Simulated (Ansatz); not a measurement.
# (9,9) carbon nanotube bundle (108 atoms): geometry optimisation

Aim: bring (9,9) carbon nanotube bundle (108 atoms) to a nearby minimum of the energy and see what moves.

Method: Kohn-Sham DFT, LDA, PAW (set soft_2), plane waves, in Ansatz 0.2.0.

**1. Starting point**

The cell holds 108 atoms: 108 C. Its edges and angles: a = 15.506 Å, b = 15.506 Å, c = 7.380 Å, α = 90.0°, β = 90.0°, γ = 120.0°. It derives from C (graphene). Graphene sheet (a = 2.46 Å) rolled into a (9,9) tube of diameter 12.21 Å, 3 periods, hexagonal bundle with 3.3 Å between walls; not relaxed, displaced by a Gaussian of 0.02 Å.

**2. Single point at the start**

The forces at the start show how far the geometry lies from a minimum of this functional.

Input file input.yaml:

```yaml
crystal:
  lattice:
    - [15.50642, 0.0, 0.0]
    - [-7.75321, 13.42896, 0.0]
    - [0.0, 0.0, 7.38]
  atoms:
    - { symbol: C, position: [0.41636, 0.05099, 0.16889] }
    - { symbol: C, position: [0.43638, 0.10551, 0.99946] }
    - { symbol: C, position: [0.45164, 0.20309, 0.00272] }
    - { symbol: C, position: [0.45437, 0.24856, 0.16428] }
    - { symbol: C, position: [0.43613, 0.33116, 0.16892] }
    - { symbol: C, position: [0.41591, 0.36379, 0.00037] }
    - { symbol: C, position: [0.36246, 0.41582, 0.33423] }
    - { symbol: C, position: [0.3288, 0.43308, 0.1667] }
    - { symbol: C, position: [0.24836, 0.45248, 0.16788] }
    - { symbol: C, position: [0.20412, 0.45388, 0.00077] }
    - { symbol: C, position: [0.10426, 0.43559, 0.00052] }
    - { symbol: C, position: [0.05252, 0.41861, 0.17059] }
    - { symbol: C, position: [0.94821, 0.36564, 0.16734] }
    - { symbol: C, position: [0.89422, 0.32952, 0.33277] }
    - { symbol: C, position: [0.79617, 0.24984, 0.33494] }
    - { symbol: C, position: [0.74977, 0.20416, 0.17078] }
    - { symbol: C, position: [0.6712, 0.1073, 0.16556] }
    - { symbol: C, position: [0.63332, 0.05222, 0.99715] }
    - { symbol: C, position: [0.58239, 0.9469, 0.99826] }
    - { symbol: C, position: [0.56404, 0.89798, 0.16305] }
    - { symbol: C, position: [0.54694, 0.79841, 0.16201] }
    - { symbol: C, position: [0.54527, 0.74854, 0.99748] }
    - { symbol: C, position: [0.56504, 0.67009, 0.00455] }
    - { symbol: C, position: [0.5828, 0.63525, 0.16743] }
    - { symbol: C, position: [0.63709, 0.58354, 0.16804] }
    - { symbol: C, position: [0.66887, 0.56415, 0.99784] }
    - { symbol: C, position: [0.74851, 0.54563, 0.99754] }
    - { symbol: C, position: [0.79634, 0.5468, 0.17111] }
    - { symbol: C, position: [0.89338, 0.56176, 0.16635] }
    - { symbol: C, position: [0.94582, 0.58224, 0.9993] }
    - { symbol: C, position: [0.05135, 0.63671, 9.0e-05] }
    - { symbol: C, position: [0.10699, 0.66915, 0.16644] }
    - { symbol: C, position: [0.20415, 0.75091, 0.17052] }
    - { symbol: C, position: [0.24772, 0.79475, 0.3355] }
    - { symbol: C, position: [0.33224, 0.89705, 0.33216] }
    - { symbol: C, position: [0.36399, 0.94797, 0.16232] }
    - { symbol: C, position: [0.41614, 0.05248, 0.50421] }
    - { symbol: C, position: [0.43674, 0.10429, 0.33845] }
    - { symbol: C, position: [0.45283, 0.20287, 0.33629] }
    - { symbol: C, position: [0.45364, 0.24675, 0.49751] }
    - { symbol: C, position: [0.4346, 0.33006, 0.50364] }
    - { symbol: C, position: [0.41894, 0.36666, 0.33099] }
    - { symbol: C, position: [0.36433, 0.41607, 0.6646] }
    - { symbol: C, position: [0.33259, 0.43752, 0.49541] }
    - { symbol: C, position: [0.24781, 0.45151, 0.4988] }
    - { symbol: C, position: [0.20319, 0.45355, 0.33174] }
    - { symbol: C, position: [0.1061, 0.43665, 0.33334] }
    - { symbol: C, position: [0.05261, 0.41875, 0.49965] }
    - { symbol: C, position: [0.94362, 0.36332, 0.50558] }
    - { symbol: C, position: [0.89469, 0.3306, 0.66424] }
    - { symbol: C, position: [0.7965, 0.2495, 0.66407] }
    - { symbol: C, position: [0.75122, 0.20411, 0.4974] }
    - { symbol: C, position: [0.67087, 0.10551, 0.49799] }
    - { symbol: C, position: [0.6364, 0.05262, 0.32857] }
    - { symbol: C, position: [0.5816, 0.94634, 0.33194] }
    - { symbol: C, position: [0.56237, 0.89559, 0.50004] }
    - { symbol: C, position: [0.54657, 0.79514, 0.50214] }
    - { symbol: C, position: [0.54681, 0.74766, 0.32707] }
    - { symbol: C, position: [0.5631, 0.66808, 0.33533] }
    - { symbol: C, position: [0.58182, 0.6359, 0.49713] }
    - { symbol: C, position: [0.63636, 0.58297, 0.50592] }
    - { symbol: C, position: [0.66871, 0.56252, 0.33632] }
    - { symbol: C, position: [0.74988, 0.54825, 0.3317] }
    - { symbol: C, position: [0.79531, 0.54534, 0.49873] }
    - { symbol: C, position: [0.89418, 0.56457, 0.49659] }
    - { symbol: C, position: [0.94773, 0.58411, 0.33263] }
    - { symbol: C, position: [0.05315, 0.63588, 0.33579] }
    - { symbol: C, position: [0.1061, 0.66908, 0.49686] }
    - { symbol: C, position: [0.20253, 0.74797, 0.50125] }
    - { symbol: C, position: [0.24873, 0.79578, 0.66601] }
    - { symbol: C, position: [0.33197, 0.89678, 0.66469] }
    - { symbol: C, position: [0.36448, 0.94678, 0.50348] }
    - { symbol: C, position: [0.41515, 0.05242, 0.83817] }
    - { symbol: C, position: [0.43546, 0.10475, 0.66376] }
    - { symbol: C, position: [0.45316, 0.20246, 0.66933] }
    - { symbol: C, position: [0.45313, 0.24895, 0.83477] }
    - { symbol: C, position: [0.4343, 0.33083, 0.83496] }
    - { symbol: C, position: [0.41571, 0.3648, 0.66387] }
    [... 24 atom lines left out ...]
    - { symbol: C, position: [0.05345, 0.63768, 0.66467] }
    - { symbol: C, position: [0.10456, 0.66817, 0.83544] }
    - { symbol: C, position: [0.20258, 0.74889, 0.83398] }
    - { symbol: C, position: [0.24972, 0.79865, 0.99944] }
    - { symbol: C, position: [0.32934, 0.89411, 0.99325] }
    - { symbol: C, position: [0.35988, 0.94578, 0.83524] }
kpoints:
  mp_grid: { grid: [1, 1, 2] }
hamiltonian:
  xc: lda
scf:
  occupations: { method: fermi_dirac, width: 0.025 }
output:
  forces: true
  stress: true
  populations: true
  dos:
    method: { smearing: { sigma: 0.15 } }
    de: 0.1
    projected: { site_lists: { C: [C] } }
  eigenvalues: true
```

On the command line:

```
> ansatz run input.yaml --threads 4 --pin off --max-ram 8192MiB --backend cpu --events-out ev --progress --plain --runs-dir out
```

Numbers of over 12 decimals in the logs are rounded to 6 here.

Log:

```text
Engine: ansatz 0.2.0, aarch64-unknown-linux-gnu
Pseudopotentials: kind: paw
Pseudopotential: C, paw, valence charge 4, recommended cutoff 420 eV (normal), C.paw.azcp
[... 3 lines on functional and potentials left out ...]
Crystal: 108 atoms, lattice volume = 1536.775 Å³
Basis set: ecut = 420 eV, 30037 PW (Γ)
Bands: 324, of which v1, the nominal top of the filled ones, is band 216 counted from 1 (215 counted from 0)
Symmetry: 1 space group operations
Space group: P1 (ITA 1), of the structure as read, at distance tolerance 1.2e-4 Å
k-points: 2
[... 4 lines on functional and potentials left out ...]
Initial density: superposition of atomic densities (neutral atoms: chi_scale 0, normalization atom), corrected by the library's trained network
Initial wavefunctions: pseudopotential atomic-orbital guess
Functional: x = slater, c = lda
SCF iter   1: F=—  HF=-26231.552570 eV  |F-HF|=—  |Δ(HF+E_count)|=         —  Δρ=5.69e-3  dr2=6.06e-1  ethr=1.77e-3  ⟨swp⟩=7.5  Hψ=3290  notcnv=0  defer=173
preconditioner: auto → LDOS  [insulator: Δε(μ)=0.065 eV  Ē_g=15.037 eV  σ=0.025 eV  W_gap=0.57  n_scr=280 (ndim 8)  ℏωp=19.7 eV  f_vac=0.372  D(μ)=17.00/eV (n_scr^D=74)  ε∞_Penn≈2.7  β→1.0]
SCF iter   2: F=—  HF=-26231.513181 eV  |F-HF|=—  |Δ(HF+E_count)|=   3.94e-2  Δρ=2.61e-3  dr2=2.34e-1  ethr=1.40e-4  ⟨swp⟩=4.0  Hψ=1452  notcnv=0  defer=205
SCF iter   3: F=—  HF=-26231.451029 eV  |F-HF|=—  |Δ(HF+E_count)|=   6.22e-2  Δρ=5.50e-4  dr2=1.15e-2  ethr=5.41e-5  ⟨swp⟩=2.0  Hψ=780  notcnv=0  defer=205
SCF iter   4: F=—  HF=-26231.449364 eV  |F-HF|=—  |Δ(HF+E_count)|=   1.67e-3  Δρ=1.52e-4  dr2=5.69e-4  ethr=2.67e-6  ⟨swp⟩=2.0  Hψ=776  notcnv=0  defer=205
SCF iter   5: F=—  HF=-26231.449348 eV  |F-HF|=—  |Δ(HF+E_count)|=   1.64e-5  Δρ=6.95e-5  dr2=1.21e-4  ethr=1.32e-7  ⟨swp⟩=2.0  Hψ=863  notcnv=0  defer=205
SCF iter   6: F=—  HF=-26231.449409 eV  |F-HF|=—  |Δ(HF+E_count)|=   6.13e-5  Δρ=3.26e-5  dr2=2.93e-5  ethr=2.79e-8  ⟨swp⟩=2.0  Hψ=763  notcnv=0  defer=205
SCF iter   7: F=—  HF=-26231.448228 eV  |F-HF|=—  |Δ(HF+E_count)|=   1.18e-3  Δρ=1.01e-5  dr2=6.30e-6  ethr=6.79e-9  ⟨swp⟩=2.5  Hψ=918  notcnv=0  defer=205
SCF iter   8: F=—  HF=-26231.448227 eV  |F-HF|=—  |Δ(HF+E_count)|=   2.38e-7  Δρ=3.79e-6  dr2=9.74e-7  ethr=1.46e-9  ⟨swp⟩=3.0  Hψ=727  notcnv=0  defer=205
SCF iter   9: F=—  HF=-26231.448227 eV  |F-HF|=—  |Δ(HF+E_count)|=   1.42e-8  Δρ=1.64e-6  dr2=1.38e-7  ethr=2.25e-10  ⟨swp⟩=3.0  Hψ=816  notcnv=0  defer=205
SCF iter  10: F=-26231.448227 eV  HF=-26231.448227 eV  |F-HF|=1.41e-8  |Δ(HF+E_count)|=   5.25e-9  Δρ=7.28e-7  dr2=2.08e-8  ethr=2.31e-11  ⟨swp⟩=31.0  Hψ=5831  notcnv=0
SCF 1 converged in 10 iterations: F = -26231.448227 eV  dr2 = 2.08e-8
  greatest PAW one-centre occupation: 0.682 electrons in one spin orbital (limit 2), on the C atom at site 49 (counted from 0), in its partial waves of l = 0
SCF converged after 10 iterations
Free energy (F): -26231.448227 eV
Harris-Foulkes:  -26231.448227 eV  (|F-HF|=1.41e-8)
Internal energy: -26231.410830 eV  (E = F + TS)
E sigma→0 (E₀):  -26231.429529 eV
Entropy (-TS):   -0.037397 eV (-0.346 meV/atom)
Fermi energy:    2.388697 eV
--- Per-component energies (eV) ---
  E_band       = -2854.883564
  E_kinetic    = 9840.324253
  E_local      = -55195.270890  (includes V_loc(G=0)·N_el)
  E_nonlocal   = 3075.362951
  E_hartree    = 23317.014845
  E_xc         = -5130.027492
  E_vxc        = -6377.726331  (∫ρ·V_xc dr)
  E_paw        = -9927.138198  (= ΣΔE_a)
  E_vpaw       = -831.604380  (= ΣTr[D̂ρ^β])
  E_aug_tail   = 0.001055  (compensation charges beyond the density's cutoff)
  E_ewald      = 7781.536736
  E_core_change = 6.785910  (= ΣΔE_core)
  E_smearing   = -0.037397  (= −TS)
  E_closure    = 0.000000  (closes the sum)
  Σ components = -26231.448227   (vs F -26231.448227, Δ=0.00e0)
--- Forces (eV/Å), atoms counted from 1 ---
  atom   1  C      0.04179248     1.80746969    -0.36215977
  atom   2  C     -0.27500498    -0.85949435     1.37056422
  atom   3  C      0.64593205     0.01383711    -1.37035105
  atom   4  C     -1.09546916     1.06473689     2.18212639
  atom   5  C      0.34571863    -0.60034571    -1.20608053
  atom   6  C      0.25931170    -0.08009020     0.25198845
  atom   7  C      0.98806293     0.20676885    -1.31125076
  atom   8  C     -0.69506012     0.17396167    -0.01123663
  atom   9  C      0.52228764     0.05797372    -0.44093623
  atom  10  C     -0.66921875     0.15904641     0.63123706
  atom  11  C     -0.08595199    -0.17371247     0.18429117
  atom  12  C      0.69087732     0.13701144    -1.74128258
  atom  13  C     -0.89712920    -0.70075411    -0.03724903
  atom  14  C      0.43301671     0.73074737     0.74612373
[...]
atom 107  C     -0.21932981     0.70731158     2.87105386
  atom 108  C      0.92793535     1.91217493    -2.12648743
  max |Σ_I F_I| component: 9.76e-5 eV/Å
--- Stress (GPa, compression-positive) ---
       -0.787878       0.274996      -0.201136
        0.274996      -0.884001       0.003745
       -0.201136       0.003745      -4.266148
  P = ⅓ Tr σ = -1.9793 GPa (-19.793 kbar)
--- Band table (eV) ---
  k-point 0: bands = ["-16.9981", "-16.8699", "-16.8560", "-16.7010", [... 308 levels ...], "10.5511", "10.5883", "10.6182", "10.6522", "10.6877", "10.7173", "10.7808", "10.8001", "10.8334", "10.8757", "10.8876", "10.9235"]
  k-point 1: bands = ["-16.5311", "-16.4960", "-16.4135", "-16.3912", [... 308 levels ...], "11.0149", "11.1554", "11.3167", "11.3261", "11.3769", "11.4110", "11.4492", "11.4802", "11.5836", "11.6225", "11.6591", "11.6892"]
--- Löwdin populations: 108 sites ---
  site symbol       q [e]
     0      C      3.9606
     1      C      3.9646
     2      C      3.9568
[...]
107      C      3.9588
  spilling = 0.009645 (of n_electrons = 432.000000)
```

It took 61 s on 4 threads of Arm Neoverse V1, shared host; peak memory 4.6 GiB; 4 min of CPU time.

Numbers from this run:

* free energy: -26231.4482 eV
* free energy per atom: -242.8838 eV/atom
* SCF cycles: 10
* pressure: -1.979 GPa
* r.m.s. force component: 1.072 eV/Å
* longest force: 4.717 eV/Å
* Fermi energy: 2.389 eV
* levels partly filled by over 2 per cent: 4
* spilling of the projection: 0.009645

The r.m.s. force component of 1.1 eV/Å and the pressure of -2.0 GPa set the starting point.

Length of the force by element:

```csv
element,coordination,atoms,mean length of the force (eV/Å),spread,least,most
C,all,108,1.66,0.837,0.267,4.72
```

**3. Relaxation**

The atoms are relaxed in the fixed cell, aiming at the force tolerance of the input.

input.yaml, the sections that differ from step 2:

```yaml
output:
  forces: true
relax:
  f_tol: 0.05
  max_steps: 199
# crystal, kpoints, hamiltonian, scf: as in step 2
```

Log:

```text
[...]
Crystal: 108 atoms, lattice volume = 1536.775 Å³
Basis set: ecut = 420 eV, 30037 PW (Γ)
Bands: 324, of which v1, the nominal top of the filled ones, is band 216 counted from 1 (215 counted from 0)
Symmetry: 1 space group operations
[...]
k-points: 2
[...]
SCF iter   1: F=—  HF=-26231.552568 eV  |F-HF|=—  |Δ(HF+E_count)|=         —  Δρ=5.69e-3  dr2=6.06e-1  ethr=1.77e-3  ⟨swp⟩=7.5  Hψ=3290  notcnv=0  defer=173
[...]
SCF iter   6: F=-26231.448208 eV  HF=-26231.448230 eV  |F-HF|=2.16e-5  |Δ(HF+E_count)|=   2.15e-6  Δρ=3.16e-5  dr2=2.83e-5  ethr=1.45e-8  ⟨swp⟩=2.0  Hψ=1895  notcnv=0
SCF 1 converged in 6 iterations: F = -26231.448208 eV  dr2 = 2.83e-5
[...]
relax step   1: F+E_penalty+E_count = -26231.44820797 eV  Δ(F+E_penalty+E_count) = +0.000e0 eV  max|allowed force component| = 3.813e0 eV/Å  Δτ_max = 0.0000 Å  (6 SCF iters, dr2 threshold 6.25e-5 eV, accepted)
[...]
relax step   2: F+E_penalty+E_count = -26233.47318116 eV  Δ(F+E_penalty+E_count) = -2.025e0 eV  max|allowed force component| = 1.544e0 eV/Å  Δτ_max = 0.0613 Å  (6 SCF iters, dr2 threshold 1.00e-4 eV, accepted)
[...]
relax step   3: F+E_penalty+E_count = -26233.97669700 eV  Δ(F+E_penalty+E_count) = -5.035e-1 eV  max|allowed force component| = 1.323e-1 eV/Å  Δτ_max = 0.0301 Å  (5 SCF iters, dr2 threshold 1.00e-4 eV, accepted)
[...]
relax step   4: F+E_penalty+E_count = -26233.98253759 eV  Δ(F+E_penalty+E_count) = -5.841e-3 eV  max|allowed force component| = 2.889e-2 eV/Å  Δτ_max = 0.0151 Å  (9 SCF iters, accepted)
SCF converged after 9 iterations
Free energy (F): -26233.982538 eV
[...]
Internal energy: -26233.919825 eV  (E = F + TS)
E sigma→0 (E₀):  -26233.951181 eV
Entropy (-TS):   -0.062713 eV (-0.581 meV/atom)
Fermi energy:    2.391635 eV
[...]
--- Forces (eV/Å), atoms counted from 1 ---
  atom   1  C     -0.00021603     0.01155991    -0.00285765
  atom   2  C     -0.00005735     0.02318151     0.00999626
  atom   3  C     -0.00913267    -0.01521266    -0.01912621
  atom   4  C     -0.00300728    -0.00773366     0.02451427
  atom   5  C      0.00793091     0.00764616    -0.02346251
  atom   6  C      0.00358072    -0.00841686     0.02587689
  atom   7  C     -0.00072037     0.00019702    -0.02358238
  atom   8  C      0.00540464     0.01042477     0.01235505
  atom   9  C     -0.00705278    -0.00072691    -0.01912414
  atom  10  C      0.00823950    -0.00312913     0.01693057
  atom  11  C      0.00086938    -0.00375225    -0.00536744
  atom  12  C      0.00531590     0.00445023     0.00210109
  atom  13  C     -0.02044758    -0.00349445    -0.00342119
  atom  14  C     -0.00036024     0.00558095     0.00514762
[...]
atom 107  C      0.00553181    -0.01882363    -0.00677171
  atom 108  C     -0.00365694    -0.01212589     0.01074094
  max |Σ_I F_I| component: 1.35e-4 eV/Å
--- Relaxed structure (4 steps of the walk, 4 accepted, 0 SCFs on fresh bases) ---
  F+E_penalty+E_count = -26233.98253759 eV   max|allowed force component| = 2.889e-2 eV/Å
  atoms:
    - { symbol: C, position: [0.416376, 0.052394, 0.166422] }
    - { symbol: C, position: [0.434523, 0.104245, 0.999731] }
    - { symbol: C, position: [0.453267, 0.203535, -0.000235398] }
    - { symbol: C, position: [0.453304, 0.249148, 0.166353] }
[...]
- { symbol: C, position: [0.363344, 0.946951, 0.833074] }
```

It took 83 s on 4 threads; peak memory 4.6 GiB.

Step by step:

```csv
step,energy less that of the first step (eV),largest force component (eV/Å)
1,0.0000,3.8130
2,-2.0250,1.5442
3,-2.5285,0.1323
4,-2.5343,0.0289
```

The atoms that moved most (Å):

```csv
atom,dx,dy,dz,length
C81,0.001,-0.061,-0.043,0.075
C49,0.056,0.008,-0.043,0.071
C58,-0.030,0.044,0.044,0.069
C93,-0.037,0.028,0.034,0.058
C44,-0.011,-0.044,0.032,0.055
C97,-0.018,0.050,-0.001,0.053
C32,-0.052,0.007,0.000,0.052
C38,-0.034,0.000,-0.039,0.052
```

The relaxation changed the energy by -23.5 meV/atom, and atoms moved by 0.035 Å r.m.s., 0.075 Å at most.

**4. Distances and neighbours after relaxation**

Bonds before and after, by the cutoffs listed below:

```csv
pair,bonds before,bonds after,mean before (Å),mean after (Å),spread before (Å),spread after (Å)
C-C,162,162,1.419,1.418,0.026,0.001
```

Density 1.40 g/cm³, 14.23 Å³ an atom.

Pair distribution function in bins of 0.1 Å:

```csv
r (Å),total
1.35,0.00
1.45,16.70
1.55,0.00
1.65,0.00
1.75,0.00
1.85,0.00
1.95,0.00
2.05,0.00
2.15,0.00
2.25,0.00
2.35,0.00
2.45,11.40
2.55,0.00
2.65,0.00
2.75,0.00
2.85,4.26
2.95,0.00
3.05,0.00
3.15,0.00
3.25,0.00
3.35,0.00
3.45,0.00
3.55,0.49
3.65,0.67
3.75,4.85
3.85,1.01
3.95,0.00
4.05,0.08
4.15,1.67
4.25,2.48
4.35,0.79
4.45,0.31
4.55,0.80
4.65,0.00
4.75,1.21
4.85,2.32
4.95,1.90
5.05,1.48
5.15,1.72
5.25,1.07
5.35,0.03
5.45,1.13
5.55,0.49
5.65,0.87
```

Bonds by pair of elements; cutoffs follow the first minimum of g(r), held within bounds set by covalent radii, and pairs that aren't listed don't count as bonded:

```csv
pair A-B,cutoff (Å),bonds,mean length (Å),spread (Å),shortest (Å),B about A,A about B
C-C,1.82,162,1.42,0.001,1.42,3,3
```

How many atoms have how many bonded neighbours:

```csv
element,mean,3
C,3,108
```

Bond angles, per cent of each kind in bins of 5°:

```csv
angle (°),C-C-C
115–120,66.7
120–125,33.3
```

Bond angles (no mean is given where the spread exceeds 20°):

```csv
angle,count,mean (°),spread (°)
C-C-C,324,120,0.4
```

Rings of the network by King's shortest-path rule, up to 12 atoms, one path for each pair of neighbours; H, halogens, alkali and alkaline-earth atoms are left out, and the last column divides by all other atoms, bonded or not:

```csv
ring size (atoms),rings,per network atom
6,54,0.5
```

The first maximum of g(r) stands at about 1.43 Å. With the cutoffs above, all C atoms have 3 bonded neighbours. The C-C-C angle averages 120° with a spread of 0.4°. All rings counted have 6 atoms.

[end of part 1 of 2]

[Logs are printed without paths, hosts, clocks, repeated set-up lines and the standing remarks that a program may print on its own settings, such as how far it seeks lower states.]

[Hosts, paths, dates, database ids (printed as entryN), source tags and the programs' standing remarks are cut or masked in the printed files.]
